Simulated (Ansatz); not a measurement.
# Mg3ZnP: relaxing a made-up structure

This structure for Mg3ZnP is made up. Its elements were placed in a known structure type with a cell scaled to their sizes. What cell does the guess relax to, and how far off was it?

Calculated with Ansatz 0.2.0; DFT, PBE, plane-wave PAW, files of the set soft_1, scalar-relativistic, no spin, cell and ions relaxed at zero pressure; PAW set soft_1, in the first sound run; inputs show where later runs differ.

## (1) Starting point

It takes space group Pm-3m (No. 221, cubic). The conventional cell has a = 4.391 Å, b = 4.391 Å, c = 4.391 Å, α = 90.00°, β = 90.00°, γ = 90.00°. Nearest to Zn lie 6 Mg at 2.20 Å. P has 12 Mg at 3.10 Å nearest. Nearest to Mg lie 2 Zn at 2.20 Å and 4 P at 3.10 Å and 8 Mg at 3.10 Å. Farther neighbours are not listed.

## (2) Relaxing cell and atoms

The guessed cell has no reason to be at equilibrium. It is relaxed with the atoms, within the space group of the guess.

input.yaml reads:

```yaml
crystal:
  lattice:
    - [4.391, 0.0, 0.0]
    - [0.0, 4.391, 0.0]
    - [0.0, 0.0, 4.391]
  atoms:
    - { symbol: Zn, position: [0.5, 0.5, 0.5] }
    - { symbol: P, position: [0.0, 0.0, 0.0] }
    - { symbol: Mg, position: [0.5, 0.5, 0.0] }
    - { symbol: Mg, position: [0.5, 0.0, 0.5] }
    - { symbol: Mg, position: [0.0, 0.5, 0.5] }
kpoints:
  mp_grid: { grid: [6, 6, 6] }
scf:
  occupations: { method: fermi_dirac, width: 0.05 }
hamiltonian:
  xc: pbe
  pseudopotentials: { kind: paw, azcp: { folder: soft_1 } }
relax:
  f_tol: 0.015
  max_steps: 70
  cell: {}
output:
  forces: true
  stress: true
```

Started as:

```
> ansatz run input.yaml --threads 4 --pin off --max-ram 8192MiB --backend cpu --events-out ev --progress --plain --runs-dir out
```

Numbers of over 12 decimals in the logs are rounded to 6 here.

Output:

```text
Engine: ansatz 0.2.0, aarch64-unknown-linux-gnu
Pseudopotentials: kind: paw
Pseudopotential: Zn, paw, valence charge 12, recommended cutoff 420 eV (normal), soft_1/Zn.paw.azcp
Pseudopotential: P, paw, valence charge 5, recommended cutoff 420 eV (normal), soft_1/P.paw.azcp
Pseudopotential: Mg, paw, valence charge 10, recommended cutoff 420 eV (normal), soft_1/Mg.paw.azcp
Functional definition: PBE
  parameter kappa = 0.804
  parameter beta = 0.066725
  exchange = pbe_x(kappa = kappa, mu = beta*pi^2/3)
  correlation = pbe_c(beta = beta)
Crystal: 5 atoms, lattice volume = 84.662 Å³
Basis set: ecut = 420 eV, 1647 PW (Γ), exchange–correlation on 60×60×60 points (8 copies of the dense FFT grid, shifted against one another)
Bands: 29, of which v1, the nominal top of the filled ones, is band 24 counted from 1 (23 counted from 0)
Symmetry: 48 space group operations
Space group: Pm-3m (ITA 221), of the structure as read, at distance tolerance 4.4e-5 Å
k-points: 20 of 216
Non-local potential: Zn, projectors of the file, l = 0: 2, l = 1: 2, l = 2: 3, l = 3: 1
Non-local potential: P, projectors of the file, l = 0: 2, l = 1: 2, l = 2: 1
Non-local potential: Mg, projectors of the file, l = 0: 3, l = 1: 2, l = 2: 1
PAW form: soft (Blöchl's): semilocal exchange-correlation on the pseudo side does not see the compensation charge
PAW one-centre angular grid: Zn, 590 points (default); XC on 64 Gauss nodes
PAW one-centre angular grid: P, 110 points (default); XC on 64 Gauss nodes
PAW one-centre angular grid: Mg, 110 points (default); XC on 64 Gauss nodes
Initial density: superposition of atomic densities (chi_scale 0.1, normalization cell, long waves kept (reshape's long-wave potential 0.00 eV rms))
Initial wavefunctions: pseudopotential atomic-orbital guess
Functional: x = pbe(κ = 0.804, μ = 0.219515), c = pbe(β = 0.066725)
SCF iter   1: F=—  HF=-9842.934854 eV  |F-HF|=—  |Δ(HF+E_count)|=         —  Δρ=5.83e-2  dr2=2.34e0  ethr=3.10e-3  ⟨swp⟩=8.7  Hψ=3097  notcnv=0
preconditioner: auto → Kerker (q_TF=auto, 2.473 Å⁻¹)  [metal: Δε(μ)=0.103 eV  Ē_g=9.028 eV  σ=0.050 eV  W_gap=0.41  n_scr=18 (ndim 8)  ℏωp=19.4 eV  f_vac=0.000  D(μ)=2.41/eV (n_scr^D=18)]
SCF iter   2: F=—  HF=-9842.491594 eV  |F-HF|=—  |Δ(HF+E_count)|=   4.43e-1  Δρ=2.23e-2  dr2=5.53e-1  ethr=3.10e-3  ⟨swp⟩=2.0  Hψ=1070  notcnv=0  defer=2
SCF iter   3: F=—  HF=-9842.397795 eV  |F-HF|=—  |Δ(HF+E_count)|=   9.38e-2  Δρ=1.35e-2  dr2=2.01e-1  ethr=1.18e-3  ⟨swp⟩=2.7  Hψ=1077  notcnv=0  defer=2
SCF iter   4: F=—  HF=-9842.374167 eV  |F-HF|=—  |Δ(HF+E_count)|=   2.36e-2  Δρ=5.17e-3  dr2=4.04e-2  ethr=4.29e-4  ⟨swp⟩=2.0  Hψ=904  notcnv=0  defer=2
SCF iter   5: F=—  HF=-9842.368343 eV  |F-HF|=—  |Δ(HF+E_count)|=   5.82e-3  Δρ=1.11e-3  dr2=1.70e-3  ethr=8.59e-5  ⟨swp⟩=2.0  Hψ=839  notcnv=0  defer=2
SCF iter   6: F=—  HF=-9842.368326 eV  |F-HF|=—  |Δ(HF+E_count)|=   1.63e-5  Δρ=8.94e-4  dr2=3.52e-4  ethr=3.61e-6  ⟨swp⟩=3.0  Hψ=1090  notcnv=0  defer=2
SCF iter   7: F=—  HF=-9842.368332 eV  |F-HF|=—  |Δ(HF+E_count)|=   5.30e-6  Δρ=1.91e-4  dr2=2.45e-5  ethr=7.50e-7  ⟨swp⟩=2.0  Hψ=678  notcnv=0  defer=2
SCF iter   8: F=—  HF=-9842.368539 eV  |F-HF|=—  |Δ(HF+E_count)|=   2.08e-4  Δρ=5.45e-5  dr2=2.00e-6  ethr=5.21e-8  ⟨swp⟩=2.0  Hψ=923  notcnv=0  defer=2
SCF iter   9: F=—  HF=-9842.368540 eV  |F-HF|=—  |Δ(HF+E_count)|=   9.85e-7  Δρ=1.15e-5  dr2=1.24e-7  ethr=4.26e-9  ⟨swp⟩=2.9  Hψ=894  notcnv=0  defer=2
SCF iter  10: F=-9842.368540 eV  HF=-9842.368540 eV  |F-HF|=6.78e-10  |Δ(HF+E_count)|=   3.86e-8  Δρ=1.62e-6  dr2=2.27e-9  ethr=2.13e-10  ⟨swp⟩=4.5  Hψ=1856  notcnv=0
SCF 1 converged in 10 iterations: F = -9842.368540 eV  dr2 = 2.27e-9
  greatest PAW one-centre occupation: 1.000 electrons in one spin orbital (limit 2), on the Mg atom at site 4 (counted from 0), in its partial waves of l = 0
relax step   1: F+E_penalty+E_count = -9842.36854044 eV  Δ(F+E_penalty+E_count) = +0.000e0 eV  max|allowed force component| = 3.455e-29 eV/Å  Δτ_max = 0.0000 Å  P = +23.789 GPa  Ω = 84.662 Å³  (10 SCF iters, dr2 threshold 1.00e-7 eV, accepted)
Crystal: 5 atoms, lattice volume = 97.658 Å³
Basis set: ecut = 420 eV, 1935 PW (Γ), exchange–correlation on 60×60×60 points (8 copies of the dense FFT grid, shifted against one another)
Initial density: handed on by an earlier stage of this run
Initial wavefunctions: those handed on with the density
iter 1 solved again at ethr=3.62e-4 eV; its pass at ethr=3.10e-3 eV (dr2=1.70e-1 eV) is discarded
SCF iter   1: F=—  HF=-9843.719173 eV  |F-HF|=—  |Δ(HF+E_count)|=         —  Δρ=9.59e-3  dr2=1.71e-1  ethr=3.62e-4  ⟨swp⟩=1.7  Hψ=3233  notcnv=0
preconditioner: auto → Kerker (q_TF=auto, 2.415 Å⁻¹)  [metal: Δε(μ)=0.135 eV  Ē_g=8.914 eV  σ=0.050 eV  W_gap=0.46  n_scr=26 (ndim 8)  ℏωp=18.0 eV  f_vac=0.000  D(μ)=2.93/eV (n_scr^D=18)]
SCF iter   2: F=—  HF=-9843.686697 eV  |F-HF|=—  |Δ(HF+E_count)|=   3.25e-2  Δρ=4.34e-3  dr2=3.87e-2  ethr=3.62e-4  ⟨swp⟩=2.3  Hψ=907  notcnv=0
SCF iter   3: F=—  HF=-9843.681272 eV  |F-HF|=—  |Δ(HF+E_count)|=   5.42e-3  Δρ=2.71e-3  dr2=8.38e-3  ethr=8.23e-5  ⟨swp⟩=2.4  Hψ=1018  notcnv=0
SCF iter   4: F=—  HF=-9843.679233 eV  |F-HF|=—  |Δ(HF+E_count)|=   2.04e-3  Δρ=1.19e-3  dr2=2.22e-3  ethr=1.78e-5  ⟨swp⟩=2.0  Hψ=704  notcnv=0
SCF iter   5: F=—  HF=-9843.678868 eV  |F-HF|=—  |Δ(HF+E_count)|=   3.65e-4  Δρ=2.44e-4  dr2=8.38e-5  ethr=4.72e-6  ⟨swp⟩=2.0  Hψ=801  notcnv=0
SCF iter   6: F=—  HF=-9843.679489 eV  |F-HF|=—  |Δ(HF+E_count)|=   6.21e-4  Δρ=2.43e-4  dr2=3.45e-5  ethr=1.78e-7  ⟨swp⟩=2.0  Hψ=814  notcnv=0
SCF iter   7: F=—  HF=-9843.679489 eV  |F-HF|=—  |Δ(HF+E_count)|=   1.72e-7  Δρ=4.42e-5  dr2=1.74e-6  ethr=7.35e-8  ⟨swp⟩=2.0  Hψ=720  notcnv=0
SCF iter   8: F=-9843.679489 eV  HF=-9843.679489 eV  |F-HF|=6.59e-8  |Δ(HF+E_count)|=   1.71e-7  Δρ=1.81e-5  dr2=2.37e-7  ethr=1.06e-9  ⟨swp⟩=5.0  Hψ=2262  notcnv=0
SCF 2 converged in 8 iterations: F = -9843.679489 eV  dr2 = 2.37e-7
relax step   2: F+E_penalty+E_count = -9843.67948913 eV  Δ(F+E_penalty+E_count) = -1.311e0 eV  max|allowed force component| = 8.474e-30 eV/Å  Δτ_max = 0.0000 Å  P = +9.970 GPa  Ω = 97.658 Å³  energy of the carried Pulay correction = -1.728e-3 eV  (8 SCF iters, dr2 threshold 5.00e-7 eV, accepted)
Crystal: 5 atoms, lattice volume = 109.772 Å³
Basis set: ecut = 420 eV, 2109 PW (Γ), exchange–correlation on 60×60×60 points (8 copies of the dense FFT grid, shifted against one another)
iter 1 solved again at ethr=2.39e-4 eV; its pass at ethr=3.10e-3 eV (dr2=1.12e-1 eV) is discarded
SCF iter   1: F=—  HF=-9844.155528 eV  |F-HF|=—  |Δ(HF+E_count)|=         —  Δρ=7.64e-3  dr2=1.16e-1  ethr=2.39e-4  ⟨swp⟩=1.9  Hψ=3213  notcnv=0
preconditioner: auto → Kerker (q_TF=auto, 2.369 Å⁻¹)  [metal: Δε(μ)=0.056 eV  Ē_g=8.423 eV  σ=0.050 eV  W_gap=0.27  n_scr=26 (ndim 8)  ℏωp=17.0 eV  f_vac=0.000  D(μ)=2.98/eV (n_scr^D=18)]
SCF iter   2: F=—  HF=-9844.134061 eV  |F-HF|=—  |Δ(HF+E_count)|=   2.15e-2  Δρ=2.99e-3  dr2=2.19e-2  ethr=2.39e-4  ⟨swp⟩=2.4  Hψ=909  notcnv=0
SCF iter   3: F=—  HF=-9844.130462 eV  |F-HF|=—  |Δ(HF+E_count)|=   3.60e-3  Δρ=2.02e-3  dr2=5.89e-3  ethr=4.66e-5  ⟨swp⟩=2.1  Hψ=1027  notcnv=0
SCF iter   4: F=—  HF=-9844.129227 eV  |F-HF|=—  |Δ(HF+E_count)|=   1.23e-3  Δρ=8.36e-4  dr2=1.46e-3  ethr=1.25e-5  ⟨swp⟩=2.0  Hψ=704  notcnv=0
SCF iter   5: F=—  HF=-9844.128998 eV  |F-HF|=—  |Δ(HF+E_count)|=   2.29e-4  Δρ=2.52e-4  dr2=9.01e-5  ethr=3.11e-6  ⟨swp⟩=2.0  Hψ=805  notcnv=0
SCF iter   6: F=—  HF=-9844.129563 eV  |F-HF|=—  |Δ(HF+E_count)|=   5.66e-4  Δρ=1.88e-4  dr2=2.24e-5  ethr=1.92e-7  ⟨swp⟩=2.0  Hψ=795  notcnv=0
SCF iter   7: F=—  HF=-9844.129565 eV  |F-HF|=—  |Δ(HF+E_count)|=   1.81e-6  Δρ=3.93e-5  dr2=1.23e-6  ethr=4.77e-8  ⟨swp⟩=2.1  Hψ=764  notcnv=0
SCF iter   8: F=-9844.129565 eV  HF=-9844.129565 eV  |F-HF|=3.99e-8  |Δ(HF+E_count)|=   1.37e-7  Δρ=1.30e-5  dr2=1.54e-7  ethr=1.06e-9  ⟨swp⟩=5.0  Hψ=2170  notcnv=0
SCF 3 converged in 8 iterations: F = -9844.129565 eV  dr2 = 1.54e-7
relax step   3: F+E_penalty+E_count = -9844.12956548 eV  Δ(F+E_penalty+E_count) = -4.501e-1 eV  max|allowed force component| = 8.520e-30 eV/Å  Δτ_max = 0.0000 Å  P = +2.579 GPa  Ω = 109.772 Å³  energy of the carried Pulay correction = -3.132e-3 eV  (8 SCF iters, dr2 threshold 5.00e-7 eV, accepted)
[...]
relax step   4: F+E_penalty+E_count = -9844.17443289 eV  Δ(F+E_penalty+E_count) = -4.487e-2 eV  max|allowed force component| = 1.428e-29 eV/Å  Δτ_max = 0.0000 Å  P = +0.417 GPa  Ω = 114.731 Å³  energy of the carried Pulay correction = -3.659e-3 eV  (7 SCF iters, dr2 threshold 5.00e-7 eV, accepted)
[...]
relax step   5: F+E_penalty+E_count = -9844.17569619 eV  Δ(F+E_penalty+E_count) = -1.263e-3 eV  max|allowed force component| = 1.266e-29 eV/Å  Δτ_max = 0.0000 Å  P = -0.004 GPa  Ω = 115.804 Å³  energy of the carried Pulay correction = -3.769e-3 eV  (6 SCF iters, dr2 threshold 4.35e-7 eV, accepted)
[...]
relax step   6: F+E_penalty+E_count = -9844.19889885 eV  Δ(F+E_penalty+E_count) = -2.320e-2 eV  max|allowed force component| = 3.990e-30 eV/Å  Δτ_max = 0.0000 Å  P = +0.410 GPa  Ω = 115.804 Å³  stress off target by 4.10e-1 GPa  SCF on the basis re-selected at this cell (its energy is not comparable with the rows above)  (9 SCF iters)
[...]
relax step   7: F+E_penalty+E_count = -9844.20032315 eV  Δ(F+E_penalty+E_count) = -1.424e-3 eV  max|allowed force component| = 7.718e-30 eV/Å  Δτ_max = 0.0000 Å  P = +0.056 GPa  Ω = 116.860 Å³  energy of the carried Pulay correction = -1.022e-4 eV  (5 SCF iters, dr2 threshold 4.20e-7 eV, accepted)
[...]
relax step   8: F+E_penalty+E_count = -9844.20033673 eV  Δ(F+E_penalty+E_count) = -1.358e-5 eV  max|allowed force component| = 9.256e-30 eV/Å  Δτ_max = 0.0000 Å  P = +0.004 GPa  Ω = 117.020 Å³  energy of the carried Pulay correction = -1.184e-4 eV  (6 SCF iters, dr2 threshold 7.73e-9 eV, accepted)
iter 1 solved again at ethr=2.87e-6 eV; its pass at ethr=3.10e-3 eV (dr2=1.35e-3 eV) is discarded
SCF iter   1: F=—  HF=-9844.199170 eV  |F-HF|=—  |Δ(HF+E_count)|=         —  Δρ=3.25e-4  dr2=2.73e-6  ethr=2.87e-6  ⟨swp⟩=3.0  Hψ=4246  notcnv=0
eigensolver tolerance schedule: the retry pair's looser diagonalisation over-reported the residual by 493.38 of it (diagonalisation noise at 0.84 of the residual, at the tolerance the schedule requests for it); recorded, not acted on — ethr = c·dr2/N_el stays at c = 1.0e-1
preconditioner: auto → Kerker (q_TF=auto, 2.343 Å⁻¹)  [metal: Δε(μ)=0.029 eV  Ē_g=8.090 eV  σ=0.050 eV  W_gap=0.14  n_scr=26 (ndim 8)  ℏωp=16.5 eV  f_vac=0.000  D(μ)=3.25/eV (n_scr^D=26)]
SCF iter   2: F=—  HF=-9844.200093 eV  |F-HF|=—  |Δ(HF+E_count)|=   9.23e-4  Δρ=1.65e-4  dr2=8.39e-7  ethr=5.81e-9  ⟨swp⟩=2.8  Hψ=1139  notcnv=0
SCF iter   3: F=—  HF=-9844.200436 eV  |F-HF|=—  |Δ(HF+E_count)|=   3.43e-4  Δρ=2.38e-5  dr2=2.49e-7  ethr=1.78e-9  ⟨swp⟩=2.0  Hψ=800  notcnv=0
SCF iter   4: F=—  HF=-9844.200438 eV  |F-HF|=—  |Δ(HF+E_count)|=   2.38e-6  Δρ=3.12e-6  dr2=7.00e-9  ethr=5.29e-10  ⟨swp⟩=2.0  Hψ=713  notcnv=0
SCF iter   5: F=—  HF=-9844.200439 eV  |F-HF|=—  |Δ(HF+E_count)|=   7.16e-8  Δρ=1.31e-6  dr2=2.34e-9  ethr=1.49e-11  ⟨swp⟩=2.0  Hψ=820  notcnv=0
SCF iter   6: F=—  HF=-9844.200439 eV  |F-HF|=—  |Δ(HF+E_count)|=   5.38e-9  Δρ=7.10e-7  dr2=9.30e-10  ethr=4.99e-12  ⟨swp⟩=1.4  Hψ=676  notcnv=0
SCF iter   7: F=—  HF=-9844.200439 eV  |F-HF|=—  |Δ(HF+E_count)|=  1.27e-11  Δρ=3.26e-7  dr2=2.59e-10  ethr=1.98e-12  ⟨swp⟩=2.0  Hψ=738  notcnv=0
SCF iter   8: F=—  HF=-9844.200439 eV  |F-HF|=—  |Δ(HF+E_count)|=  3.64e-12  Δρ=2.45e-7  dr2=8.82e-11  ethr=1.00e-12  ⟨swp⟩=1.3  Hψ=606  notcnv=0
SCF iter   9: F=-9844.200439 eV  HF=-9844.200439 eV  |F-HF|=1.82e-12  |Δ(HF+E_count)|=  3.64e-12  Δρ=3.53e-8  dr2=1.45e-12  ethr=1.00e-12  ⟨swp⟩=5.0  Hψ=1931  notcnv=0
SCF 9 converged in 9 iterations: F = -9844.200439 eV  dr2 = 1.45e-12
relax step   9: F+E_penalty+E_count = -9844.20043855 eV  Δ(F+E_penalty+E_count) = -1.018e-4 eV  max|allowed force component| = 6.922e-30 eV/Å  Δτ_max = 0.0000 Å  P = +0.002 GPa  Ω = 117.020 Å³  stress off target by 1.94e-3 GPa  SCF on the basis re-selected at this cell (its energy is not comparable with the rows above)  (9 SCF iters)
basis re-selected at this cell: Δ(F+E_penalty+E_count) = -1.018e-4 eV, ΔP = -0.002 GPa vs the last step (what re-selecting the basis moved, of the pressure what is left beyond the Pulay correction that the steps carried, after the strain that the cell walked since its last selection, with what the two solves' SCF thresholds leave and, on support functions, any second-order correction that the steps lacked; it is no m [...]
SCF converged after 9 iterations
Free energy (F): -9844.200439 eV
Harris-Foulkes:  -9844.200439 eV  (|F-HF|=1.82e-12)
Internal energy: -9844.173219 eV  (E = F + TS)
E sigma→0 (E₀):  -9844.186829 eV
Entropy (-TS):   -0.027219 eV (-5.444 meV/atom)
Fermi energy:    5.137142 eV
--- Per-component energies (eV) ---
  E_band       = -1112.352788
  E_kinetic    = 420.779471
  E_local      = -8079.154051  (includes V_loc(G=0)·N_el)
  E_nonlocal   = 1432.060578
  E_hartree    = 2939.764013
  E_xc         = -227.268623
  E_vxc        = -209.935974  (∫ρ·V_xc dr)
  E_paw        = -3356.562487  (= ΣΔE_a)
  E_vpaw       = -555.630184  (= ΣTr[D̂ρ^β])
  E_aug_tail   = -0.000688  (compensation charges beyond the density's cutoff)
  E_ewald      = -2973.791433
  E_smearing   = -0.027219  (= −TS)
  E_closure    = 0.000000  (closes the sum)
  Σ components = -9844.200439   (vs F -9844.200439, Δ=0.00e0)
--- Forces (eV/Å), atoms counted from 1 ---
  atom   1  Zn     0.00000000     0.00000000    -0.00000000
  atom   2  P      0.00000000    -0.00000000    -0.00000000
  atom   3  Mg     0.00000000     0.00000000     0.00000000
  atom   4  Mg    -0.00000000    -0.00000000     0.00000000
  atom   5  Mg     0.00000000     0.00000000    -0.00000000
  max |Σ_I F_I| component: 1.80e-29 eV/Å
--- Stress (GPa, compression-positive) ---
        0.001937       0.000000       0.000000
        0.000000       0.001937      -0.000000
        0.000000      -0.000000       0.001937
  P = ⅓ Tr σ = 0.0019 GPa (0.019 kbar)
--- Relaxed structure (7 steps of the walk, 7 accepted, 2 SCFs on fresh bases) ---
  F+E_penalty+E_count = -9844.20043855 eV   max|allowed force component| = 6.922e-30 eV/Å   (the final SCF, on the basis selected at the relaxed cell)
  cell:  # Å, volume = 117.0198 Å³
    - [4.891249, 0, 0]
    - [0, 4.891249, 0.0]
    - [0, 0.0, 4.891249]
  atoms:
    - { symbol: Zn, position: [0.5, 0.5, 0.5] }
    - { symbol: P, position: [0, 0, 0] }
    - { symbol: Mg, position: [0.5, 0.5, 0] }
    - { symbol: Mg, position: [0.5, 0, 0.5] }
    - { symbol: Mg, position: [0, 0.5, 0.5] }
```

The job ended after 8.5 s (4 threads of Arm Neoverse V1, shared host; peak memory 0.45 GiB; 30 s of CPU time).

Step by step:

```
step  energy less that of the first step (eV)  largest force component (eV/Å)  pressure (GPa)  volume (Å³)
   1                                   0.0000                          0.0000           23.79        84.66
   2                                  -1.3109                          0.0000            9.97        97.66
   3                                  -1.7610                          0.0000            2.58       109.77
   4                                  -1.8059                          0.0000            0.42       114.73
   5                                  -1.8072                          0.0000            0.00       115.80
  6*                                  -1.8304                          0.0000            0.41       115.80
   7                                  -1.8318                          0.0000            0.06       116.86
   8                                  -1.8318                          0.0000            0.00       117.02
  9*                                  -1.8319                          0.0000            0.00       117.02
```

Relaxation steps marked * repeat the geometry before them on a plane-wave basis chosen anew for their cell, so energy and pressure can jump there.

Forces are held to the 48 operations that the run works with; a distortion that breaks them can't arise in this run.

```
conventional cell, symmetrised  before  after   change
                         a (Å)   4.391  4.891  +11.4 %
                         b (Å)   4.391  4.891  +11.4 %
                         c (Å)   4.391  4.891  +11.4 %
              volume (Å³/atom)   16.93  23.40  +38.2 %
```

The relaxed structure:

```cif
data_structure
_symmetry_space_group_name_H-M 'P 1'
_symmetry_Int_Tables_number 1
_cell_length_a 4.8912
_cell_length_b 4.8912
_cell_length_c 4.8912
_cell_angle_alpha 90.000
_cell_angle_beta 90.000
_cell_angle_gamma 90.000
_cell_volume 117.02
loop_
_atom_site_label
_atom_site_type_symbol
_atom_site_fract_x
_atom_site_fract_y
_atom_site_fract_z
_atom_site_occupancy
Zn1 Zn 0.50000 0.50000 0.50000 1
P2 P 0.00000 0.00000 0.00000 1
Mg3 Mg 0.50000 0.50000 0.00000 1
Mg4 Mg 0.50000 0.00000 0.50000 1
Mg5 Mg 0.00000 0.50000 0.50000 1
```

This step gave:

```
free energy             : -9844.2004 eV
energy at zero smearing : -9844.1868 eV
smearing term TS        : 0.02722 eV
Fermi energy            : 5.137 eV
electrons               : 47
symmetry operations     : 48
pressure                : 0.001937 GPa
```

Shortest distances by pair of elements, guess and relaxed (not always the same contact):

```
 pair  guess (Å)  relaxed (Å)
Mg–Zn      2.196        2.446
 Mg–P      3.105        3.459
Mg–Mg      3.105        3.459
 P–Zn      3.803        4.236
Zn–Zn      4.391        4.891
```

The relaxation ends with a pressure of 0.00 GPa.

[end of part 1 of 2]

[Logs are printed without paths, hosts, clocks, repeated set-up lines and the standing remarks that a program may print on its own settings, such as how far it seeks lower states.]

[Hosts, paths, dates, database ids (printed as entryN), source tags and the programs' standing remarks are cut or masked in the printed files.]
